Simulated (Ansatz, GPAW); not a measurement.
# Cutoff, mesh and smearing for a 6-layer slab of Fe(110), part 2 of 2

How do cutoff, mesh, smearing and the dipole layer change the work function of a 6-layer slab of Fe(110)?

GPAW 26.7.0 and Ansatz 0.2.0; Ansatz plane waves; slab in vacuum with a dipole correction, relaxation (the session's first sound run).

So far, upper work function (eV): step 2 (relaxation) 4.71.

## 3. Plane waves, PBE

With the geometry fixed, the planar mean of the potential gives the vacuum level on each side.

This step: GPAW, PAW setups; slab in vacuum (GPAW 26.7.0).

run.py

```python
import json
import numpy as np
from ase import Atoms
from gpaw import GPAW, PW

slab = Atoms(
    ['Fe', 'Fe', 'Fe', 'Fe', 'Fe', 'Fe'],
    positions=[
        [0.00000, 0.00000, 7.00000],
        [2.02940, 0.00000, 9.02940],
        [0.00000, 0.00000, 11.05879],
        [2.02940, 0.00000, 13.01980],
        [0.00000, 0.00000, 15.00537],
        [2.02940, 0.00000, 16.97117]],
    cell=[[2.0294, -1.435, 0.0], [2.0294, 1.435, 0.0], [0.0, 0.0, 24.14698]],
    pbc=[True, True, False],
    magmoms=[2.5, 2.5, 2.5, 2.5, 2.5, 2.5])

slab.calc = GPAW(mode=PW(400), xc='PBE', kpts={'size': (13, 13, 1), 'gamma': True},
                 occupations={'name': 'fermi-dirac', 'width': 0.1}, nbands='160%',
                 convergence={'density': 1e-05}, maxiter=200,
                 poissonsolver={'dipolelayer': 'xy'},
                 symmetry={'tolerance': 1e-3}, txt='slab.txt')
result = {}
energy = slab.get_potential_energy()
fermi = slab.calc.get_fermi_level()
v = slab.calc.get_electrostatic_potential().mean((0, 1)) - fermi
n = slab.calc.get_pseudo_density().mean((0, 1))
L = slab.cell[2, 2]
z = np.arange(len(v)) * L / len(v)
low, high = slab.positions[:, 2].min(), slab.positions[:, 2].max()
below, above = np.interp([low - 4.8, high + 4.8], z, v)
slopes = [np.interp(x, z, np.gradient(v, z)) for x in (low - 4.8, high + 4.8)]
eps = np.array([[slab.calc.get_eigenvalues(k, s) for k in range(len(slab.calc.get_ibz_k_points()))]
                for s in range(slab.calc.get_number_of_spins())]) - fermi
top, bottom = eps[eps < 0].max(), eps[eps > 0].min()
dipole = slab.get_dipole_moment()[2]
print(f'energy {energy:.4f} eV, Fermi level {fermi:.4f} eV, dipole {dipole:.5f} e A')
print(f'potential 4.8 A off the faces, from the Fermi level: lower {below:.4f} eV, upper {above:.4f} eV')
print(f'slope of the potential there: lower {slopes[0]:.5f}, upper {slopes[1]:.5f} eV/A')
print(f'nearest levels on the mesh: {top:.4f} and {bottom:.4f} eV')
print('magnetic moment', round(slab.get_magnetic_moment(), 3))
result.update(energy=energy, fermi=fermi, dipole=dipole, below=below, above=above, slopes=slopes, edges=[top, bottom],
              z=z.tolist(), v=v.tolist(), n=n.tolist(), positions=slab.positions.tolist(),
              forces=slab.get_forces(apply_constraint=False).tolist(), moments=slab.get_magnetic_moments().tolist())
json.dump(result, open('result.json', 'w'))
```

Launch:

```
> OMP_NUM_THREADS=1 OPENBLAS_NUM_THREADS=1 python run.py
```

What it wrote:

```text
energy -51.6556 eV, Fermi level 2.6161 eV, dipole -0.00009 e A
potential 4.8 A off the faces, from the Fermi level: lower 4.7484 eV, upper 4.7287 eV
slope of the potential there: lower -0.00085, upper 0.00079 eV/A
nearest levels on the mesh: -0.0028 and 0.0010 eV
magnetic moment 14.218
```

Run time: 7.6 min. Hardware: 1 thread of AMD EPYC 7B13 (Zen 3), shared host; peak memory 0.4 GiB.

Numbers from this step:

```yaml
dipole_along_the_normal: -9.12e-5 e·Å
levels_nearest_the_fermi_level_on_the_mesh: -0.002836, 9.69e-4 eV from the Fermi level
upper_work_function: 4.729 eV
lower_work_function: 4.748 eV
site_moments: 2.609, 2.373, 2.219, 2.172, 2.292, 2.568 μB
sum_of_the_site_moments: 14.23 μB
```

Table of electrostatic potential energy of an electron (without an applied field's), less the Fermi level, planar mean by z:

```tsv
z (Å)	electrostatic potential energy of an electron (without an applied field's), less the Fermi level, planar mean (eV)
0.0	4.74
0.5	4.75
1.0	4.75
1.5	4.75
2.0	4.75
2.5	4.75
3.0	4.75
3.5	4.74
4.0	4.72
4.5	4.65
5.0	4.40
5.5	3.56
6.0	0.703
6.5	-8.72
7.0	-21.3
7.5	-8.54
8.0	-0.933
8.5	-7.66
9.0	-21.0
9.5	-9.35
10.0	-0.921
10.5	-6.81
11.0	-20.9
11.5	-10.3
12.0	-1.49
12.5	-7.90
13.0	-21.0
13.5	-9.12
14.0	-1.25
14.5	-8.39
15.0	-21.2
15.5	-8.77
16.0	-1.53
16.5	-9.44
17.0	-21.1
17.5	-7.87
18.0	0.997
18.5	3.62
19.0	4.41
19.5	4.64
20.0	4.70
20.5	4.72
21.0	4.73
21.5	4.73
22.0	4.73
22.5	4.73
23.0	4.73
23.5	4.73
24.0	4.73
```

The pseudo valence density, planar mean oscillates, so the rows of the table below give means over windows of 1 Å about each position, cut where the curve ends. Its maxima inside the range that stand out by 2 % of the span (Å: e/Å³): 6.9: 1.33, 9.1: 1.39, 11.0: 1.36, 12.9: 1.34, 15.1: 1.34, 17.0: 1.38. Its minima: 8.0: 0.296, 10.1: 0.301, 12.1: 0.323, 14.0: 0.311, 16.0: 0.320.

Table of pseudo valence density, planar mean by z; means over each step:

z (Å), pseudo valence density, planar mean (e/Å³) and a bar:
```
        3       0.00 
        4       0.00 
        5       0.02 
        6       0.18 ######
        7       0.97 ##############################
        8       0.39 ############
        9       0.97 ##############################
       10       0.38 ############
       11       0.97 ##############################
       12       0.42 #############
       13       0.98 ##############################
       14       0.41 #############
       15       0.98 ##############################
       16       0.42 #############
       17       0.97 ##############################
       18       0.17 #####
       19       0.01 
       20       0.00 
       21       0.00
```

Force by atom:

```tsv
atom	x (eV/Å)	y (eV/Å)	z (eV/Å)	size
Fe1	0.000	0.000	0.196	0.196
Fe2	0.000	0.000	-0.079	0.079
Fe3	0.000	0.000	-0.224	0.224
Fe4	0.000	0.000	0.017	0.017
Fe5	0.000	0.000	-0.009	0.009
Fe6	0.000	0.000	0.100	0.100
```

The potential is flat to 8.5e-4 eV/Å where it is read, so the vacuum is wide enough. The geometry is the other program's minimum; here the largest force on a free atom is 0.10 eV/Å.

## 4. Cutoff 200

The cutoff limits how sharply the smooth valence waves can vary, which tells mostly near the atoms.

run.py, as its differences from that of step 3:

```diff
@@ -18,3 +18,3 @@
 
-slab.calc = GPAW(mode=PW(400), xc='PBE', kpts={'size': (13, 13, 1), 'gamma': True},
+slab.calc = GPAW(mode=PW(200), xc='PBE', kpts={'size': (13, 13, 1), 'gamma': True},
                  occupations={'name': 'fermi-dirac', 'width': 0.1}, nbands='160%',
```

What it wrote:

```text
energy -41.7641 eV, Fermi level 2.5765 eV, dipole -0.00174 e A
potential 4.8 A off the faces, from the Fermi level: lower 4.8172 eV, upper 4.7715 eV
slope of the potential there: lower -0.02010, upper 0.01453 eV/A
nearest levels on the mesh: -0.0004 and 0.0004 eV
magnetic moment 14.552
```

Run time: 4.8 min. Hardware: 1 thread; peak memory 0.22 GiB.

The run finished. A setting was moved off its sound value on purpose, so it serves as a test and not as the result.

The fault put into the input: a cutoff under that of the base run: the energy of the cell lies 9.9 eV from the base value, and the vacuum potential tilts (ecut = 200).

The two runs compared:

```tsv
quantity	this run	sound run	difference
sum of the site moments (μB)	14.559	14.233	0.326
```

## 5. Cutoff 300

The cutoff limits how sharply the smooth valence waves can vary, which tells mostly near the atoms.

run.py, as its differences from that of step 4:

```diff
@@ -18,3 +18,3 @@
 
-slab.calc = GPAW(mode=PW(200), xc='PBE', kpts={'size': (13, 13, 1), 'gamma': True},
+slab.calc = GPAW(mode=PW(300), xc='PBE', kpts={'size': (13, 13, 1), 'gamma': True},
                  occupations={'name': 'fermi-dirac', 'width': 0.1}, nbands='160%',
```

What it wrote:

```text
energy -50.8736 eV, Fermi level 2.6242 eV, dipole 0.00022 e A
potential 4.8 A off the faces, from the Fermi level: lower 4.7543 eV, upper 4.7414 eV
slope of the potential there: lower 0.00014, upper 0.00005 eV/A
nearest levels on the mesh: -0.0001 and 0.0060 eV
magnetic moment 14.121
```

Elapsed: 5.6 min, on 1 thread; peak memory 0.3 GiB.

The run finished. A setting was moved off its sound value on purpose, so it serves as a test and not as the result.

The fault put into the input: a cutoff under that of the base run: the energy of the cell lies 0.78 eV from the base value (ecut = 300).

Side by side:

```tsv
quantity	this run	sound run	difference
upper work function (eV)	4.7414	4.7287	0.0127
lower work function (eV)	4.7543	4.7484	0.00593
sum of the site moments (μB)	14.101	14.233	-0.132
```

## 6. Cutoff 700: ecut = 700

The cutoff limits how sharply the smooth valence waves can vary, which tells mostly near the atoms.

run.py, as its differences from that of step 5:

```diff
@@ -18,3 +18,3 @@
 
-slab.calc = GPAW(mode=PW(300), xc='PBE', kpts={'size': (13, 13, 1), 'gamma': True},
+slab.calc = GPAW(mode=PW(700), xc='PBE', kpts={'size': (13, 13, 1), 'gamma': True},
                  occupations={'name': 'fermi-dirac', 'width': 0.1}, nbands='160%',
```

What it wrote:

```text
energy -52.4093 eV, Fermi level 2.6134 eV, dipole -0.00006 e A
potential 4.8 A off the faces, from the Fermi level: lower 4.7452 eV, upper 4.7248 eV
slope of the potential there: lower -0.00060, upper 0.00056 eV/A
nearest levels on the mesh: -0.0005 and 0.0011 eV
magnetic moment 14.214
```

The job ended after 16 min (1 thread; peak memory 0.77 GiB).

Numbers from this step:

| Item | Value |
| --- | --- |
| dipole along the normal | -6.03e-5 e·Å |
| levels nearest the Fermi level on the mesh | -4.98e-4, 0.001122 eV from the Fermi level |
| upper work function | 4.725 eV |
| lower work function | 4.745 eV |
| site moments | 2.611, 2.374, 2.221, 2.174, 2.294, 2.570 μB |
| sum of the site moments | 14.24 μB |

The electrostatic potential energy of an electron (without an applied field's), less the Fermi level, planar mean oscillates, so the rows of the table below give means over windows of 2.01 Å about each position, cut where the curve ends. Its maxima inside the range that stand out by 2 % of the span (Å: eV): 8.0: -0.906, 10.1: -0.819, 12.1: -1.41, 14.0: -1.21, 16.0: -1.46. Its minima: 7.0: -21.3, 9.0: -21.3, 11.0: -21.2, 13.0: -21.2, 15.0: -21.2, 17.0: -21.3.

Electrostatic potential energy of an electron (without an applied field's), less the Fermi level, planar mean against z; means over each step:

```tsv
z (Å)	electrostatic potential energy of an electron (without an applied field's), less the Fermi level, planar mean (eV)
1.00	4.74
3.01	4.74
5.02	3.87
7.03	-9.70
9.04	-9.71
11.05	-9.74
13.06	-9.80
15.07	-9.86
17.08	-9.58
19.09	4.12
21.10	4.72
23.11	4.73
```

Table of pseudo valence density, planar mean by z:

```tsv
z (Å)	pseudo valence density, planar mean (e/Å³)
3.0	8.4e-5
3.5	2.9e-4
4.0	1.0e-3
4.5	0.00342
5.0	0.0118
5.5	0.0394
6.0	0.134
6.5	0.509
7.0	1.35
7.5	0.548
8.0	0.300
8.5	0.507
9.0	1.38
9.5	0.570
10.0	0.298
10.5	0.483
11.0	1.33
11.5	0.636
12.0	0.329
12.5	0.534
13.0	1.36
13.5	0.571
14.0	0.312
14.5	0.538
15.0	1.37
15.5	0.558
16.0	0.325
16.5	0.593
17.0	1.35
17.5	0.469
18.0	0.124
18.5	0.0365
19.0	0.0109
19.5	0.00318
20.0	9.3e-4
20.5	2.7e-4
21.0	7.8e-5
```

Force by atom:

```tsv
atom	x (eV/Å)	y (eV/Å)	z (eV/Å)	size
Fe1	0.000	0.000	0.201	0.201
Fe2	0.000	0.000	-0.080	0.080
Fe3	0.000	0.000	-0.233	0.233
Fe4	0.000	0.000	0.020	0.020
Fe5	0.000	0.000	-0.009	0.009
Fe6	0.000	0.000	0.101	0.101
```

The upper face's work function is 4.725 eV, against 4.729 eV in the first plane-wave PBE run at this geometry.

## 7. K mesh 4×4

The mesh in the plane samples the bands: a metal's Fermi level needs it dense, and band edges must lie on it.

run.py, as its differences from that of step 6:

```diff
@@ -18,3 +18,3 @@
 
-slab.calc = GPAW(mode=PW(700), xc='PBE', kpts={'size': (13, 13, 1), 'gamma': True},
+slab.calc = GPAW(mode=PW(400), xc='PBE', kpts={'size': (4, 4, 1), 'gamma': True},
                  occupations={'name': 'fermi-dirac', 'width': 0.1}, nbands='160%',
```

What it wrote:

```text
energy -51.7247 eV, Fermi level 2.6199 eV, dipole -0.00021 e A
potential 4.8 A off the faces, from the Fermi level: lower 4.7851 eV, upper 4.7692 eV
slope of the potential there: lower -0.00086, upper 0.00081 eV/A
nearest levels on the mesh: -0.0390 and 0.0285 eV
magnetic moment 13.328
```

Elapsed: 1.7 min, on 1 thread; peak memory 0.2 GiB.

The run finished with changed settings (kpts = [4, 4]); it serves as a test.

Side by side:

```tsv
quantity	this run	sound run	difference
upper work function (eV)	4.7692	4.7287	0.0405
lower work function (eV)	4.7851	4.7484	0.0368
sum of the site moments (μB)	13.411	14.233	-0.823
```

One result that differs is the sum of the site moments, 13.4 μB against 14.2 μB.

## 8. K mesh 8×8

The mesh in the plane samples the bands: a metal's Fermi level needs it dense, and band edges must lie on it.

run.py, as its differences from that of step 7:

```diff
@@ -18,3 +18,3 @@
 
-slab.calc = GPAW(mode=PW(400), xc='PBE', kpts={'size': (4, 4, 1), 'gamma': True},
+slab.calc = GPAW(mode=PW(400), xc='PBE', kpts={'size': (8, 8, 1), 'gamma': True},
                  occupations={'name': 'fermi-dirac', 'width': 0.1}, nbands='160%',
```

What it wrote:

```text
energy -51.6079 eV, Fermi level 2.6005 eV, dipole -0.00022 e A
potential 4.8 A off the faces, from the Fermi level: lower 4.7693 eV, upper 4.7536 eV
slope of the potential there: lower -0.00085, upper 0.00078 eV/A
nearest levels on the mesh: -0.0039 and 0.0031 eV
magnetic moment 14.363
```

It took 4.7 min on 1 thread; peak memory 0.27 GiB.

The run finished with changed settings (kpts = [8, 8]); it serves as a test.

The two runs compared:

```tsv
quantity	this run	sound run	difference
upper work function (eV)	4.7536	4.7287	0.0250
lower work function (eV)	4.7693	4.7484	0.0210
sum of the site moments (μB)	14.376	14.233	0.143
```

## 9. K mesh 20×20: kpts = [20, 20]

The mesh in the plane samples the bands: a metal's Fermi level needs it dense, and band edges must lie on it.

run.py, as its differences from that of step 8:

```diff
@@ -18,3 +18,3 @@
 
-slab.calc = GPAW(mode=PW(400), xc='PBE', kpts={'size': (8, 8, 1), 'gamma': True},
+slab.calc = GPAW(mode=PW(400), xc='PBE', kpts={'size': (20, 20, 1), 'gamma': True},
                  occupations={'name': 'fermi-dirac', 'width': 0.1}, nbands='160%',
```

What it wrote:

```text
energy -51.6643 eV, Fermi level 2.6137 eV, dipole -0.00008 e A
potential 4.8 A off the faces, from the Fermi level: lower 4.7512 eV, upper 4.7312 eV
slope of the potential there: lower -0.00085, upper 0.00079 eV/A
nearest levels on the mesh: -0.0025 and 0.0022 eV
magnetic moment 14.24
```

Wall time 22 min (1 thread); peak memory 0.7 GiB.

Numbers from this step:

| Property | Result |
| --- | --- |
| dipole along the normal | -7.95e-5 e·Å |
| levels nearest the Fermi level on the mesh | -0.002523, 0.002166 eV from the Fermi level |
| upper work function | 4.731 eV |
| lower work function | 4.751 eV |
| site moments | 2.608, 2.372, 2.229, 2.185, 2.295, 2.566 μB |
| sum of the site moments | 14.26 μB |

The electrostatic potential energy of an electron (without an applied field's), less the Fermi level, planar mean oscillates, so the rows of the table below give means over windows of 1.99 Å about each position, cut where the curve ends. Its maxima inside the range that stand out by 2 % of the span (Å: eV): 8.0: -0.910, 10.0: -0.823, 12.1: -1.41, 14.0: -1.21, 16.0: -1.48. Its minima: 7.0: -21.3, 9.1: -21.2, 11.1: -21.1, 13.0: -21.2, 15.0: -21.3, 16.9: -21.1.

Table of electrostatic potential energy of an electron (without an applied field's), less the Fermi level, planar mean by z; means over each step:

z (Å), electrostatic potential energy of an electron (without an applied field's), less the Fermi level, planar mean (eV) and a bar from the least value:
```
     0.99        4.8 ##############################
     2.98        4.7 ##############################
     4.97        4.0 ############################
     6.96       -9.7 
     8.95       -9.8 
    10.94       -9.8 
    12.93       -9.9 
    14.92       -9.9 
    16.91       -9.9 
    18.90        3.8 ############################
    20.89        4.7 ##############################
    22.88        4.7 ##############################
```

The upper face's work function is 4.731 eV, against 4.729 eV in the first plane-wave PBE run at this geometry.

## 10. Scheme Methfessel-Paxton of order 0 (Gaussian), smearing 0.1

Smearing changes the occupations near the Fermi level, and with them the level itself. Smearing helps the SCF of a metal converge, but it blurs occupations at band edges near the Fermi level.

run.py, as its differences from that of step 9:

```diff
@@ -18,4 +18,4 @@
 
-slab.calc = GPAW(mode=PW(400), xc='PBE', kpts={'size': (20, 20, 1), 'gamma': True},
-                 occupations={'name': 'fermi-dirac', 'width': 0.1}, nbands='160%',
+slab.calc = GPAW(mode=PW(400), xc='PBE', kpts={'size': (13, 13, 1), 'gamma': True},
+                 occupations={'name': 'methfessel-paxton', 'width': 0.1}, nbands='160%',
                  convergence={'density': 1e-05}, maxiter=200,
```

What it wrote:

```text
energy -51.6522 eV, Fermi level 2.6158 eV, dipole -0.00040 e A
potential 4.8 A off the faces, from the Fermi level: lower 4.7317 eV, upper 4.7217 eV
slope of the potential there: lower -0.00081, upper 0.00077 eV/A
nearest levels on the mesh: -0.0021 and 0.0054 eV
magnetic moment 14.173
```

The job ended after 9.6 min (1 thread; peak memory 0.4 GiB).

This step gave:

```
dipole along the normal                    : -4.02e-4 e·Å
levels nearest the Fermi level on the mesh : -0.002082, 0.005417 eV from the Fermi level
upper work function                        : 4.722 eV
lower work function                        : 4.732 eV
site moments                               : 2.607, 2.374, 2.196, 2.145, 2.290, 2.569 μB
sum of the site moments                    : 14.18 μB
```

The upper face's work function is 4.722 eV, against 4.729 eV in the first plane-wave PBE run at this geometry.

## 11. All levels side by side

Times are for 1 thread of AMD EPYC 7B13 (Zen 3), shared host. The series side by side:

```tsv
no.	run	upper work function (eV)	lower work function (eV)	time	memory (GiB)
1	pw	4.729	4.748	7.6 min	0.4
2	cutoff 700	4.725	4.745	16 min	0.77
3	k mesh 20×20	4.731	4.751	22 min	0.7
4	scheme Methfessel-Paxton of order 0 (Gaussian), smearing 0.1	4.722	4.732	9.6 min	0.4
```

## 12. Without the dipole layer

The dipole layer is taken out and the cell repeats along the normal.

run.py, as its differences from that of step 10:

```diff
@@ -15,3 +15,3 @@
     cell=[[2.0294, -1.435, 0.0], [2.0294, 1.435, 0.0], [0.0, 0.0, 24.14698]],
-    pbc=[True, True, False],
+    pbc=[True, True, True],
     magmoms=[2.5, 2.5, 2.5, 2.5, 2.5, 2.5])
@@ -19,5 +19,4 @@
 slab.calc = GPAW(mode=PW(400), xc='PBE', kpts={'size': (13, 13, 1), 'gamma': True},
-                 occupations={'name': 'methfessel-paxton', 'width': 0.1}, nbands='160%',
+                 occupations={'name': 'fermi-dirac', 'width': 0.1}, nbands='160%',
                  convergence={'density': 1e-05}, maxiter=200,
-                 poissonsolver={'dipolelayer': 'xy'},
                  symmetry={'tolerance': 1e-3}, txt='slab.txt')
```

What it wrote:

```text
energy -51.6556 eV, Fermi level 2.6161 eV, dipole 0.00076 e A
potential 4.8 A off the faces, from the Fermi level: lower 4.7428 eV, upper 4.7342 eV
slope of the potential there: lower 0.00106, upper 0.00270 eV/A
nearest levels on the mesh: -0.0028 and 0.0010 eV
magnetic moment 14.218
```

The job ended after 8 min (1 thread; peak memory 0.4 GiB).

The run finished with changed settings (dipole = false and pbc_z = true); it serves as a test.

The two runs compared:

```tsv
quantity	this run	sound run	difference
upper work function (eV)	4.7342	4.7287	0.00550
lower work function (eV)	4.7428	4.7484	-0.00553
sum of the site moments (μB)	14.233	14.233	-1.7e-5
```

## 13. Side by side

Results and costs are gathered.

This step: comparison of work functions, dipole and cost (GPAW 26.7.0).

Ladder, by row:

```tsv
step	code	work function, upper (eV)	work function, lower (eV)	dipole (e Å)	wall time (s)	peak memory (GiB)	threads
pw	GPAW	4.729	4.748	-9.12e-5	456.8	0.4	1
ecut200	GPAW	-	-	-0.00174	290.2	0.22	1
ecut300	GPAW	4.741	4.754	2.22e-4	335.3	0.3	1
ecut700	GPAW	4.725	4.745	-6.03e-5	945.6	0.77	1
k4	GPAW	4.769	4.785	-2.11e-4	103.2	0.2	1
k8	GPAW	4.754	4.769	-2.21e-4	282.6	0.27	1
k20	GPAW	4.731	4.751	-7.95e-5	1309	0.7	1
smear	GPAW	4.722	4.732	-4.02e-4	574.8	0.4	1
nodip	GPAW	4.734	4.743	7.59e-4	479.9	0.4	1
```

## 14. Outcome

```yaml
work_function_upper_and_lower_face: 4.729 and 4.748 eV
dipole_along_the_normal: -9.1e-5 e Å, near the numerical noise
```

What this shows: With plane waves and PBE the work function is 4.73 eV on the upper face and 4.75 eV on the lower. The measured value for this face is 5.12 eV (as compiled in "Anisotropic work function of elemental crystals", 2019, arxiv:1902.07811); the relaxed upper face lies 0.39 eV under it with PBE. Measured work functions scatter by a tenth of an eV or more between methods. The other smearing (Gaussian of 0.1 eV in place of Fermi-Dirac of 0.1) moves the two faces by -0.0069 and -0.017 eV on the same mesh; a mesh is converged only for its smearing. Over the sound runs of the table the upper face's work function spans 4.722 (smear) to 4.731 eV (k20). One magnetic start was tried; another order may lie lower. The in-plane lattice was kept as typed, which isn't the functional's own and leaves some strain; spin-orbit coupling and temperature are left out.

[Logs are printed without paths, hosts, clocks, repeated set-up lines and the standing remarks that a program may print on its own settings, such as how far it seeks lower states.]

[Hosts, paths, dates, database ids (printed as entryN), source tags and the programs' standing remarks are cut or masked in the printed files.]
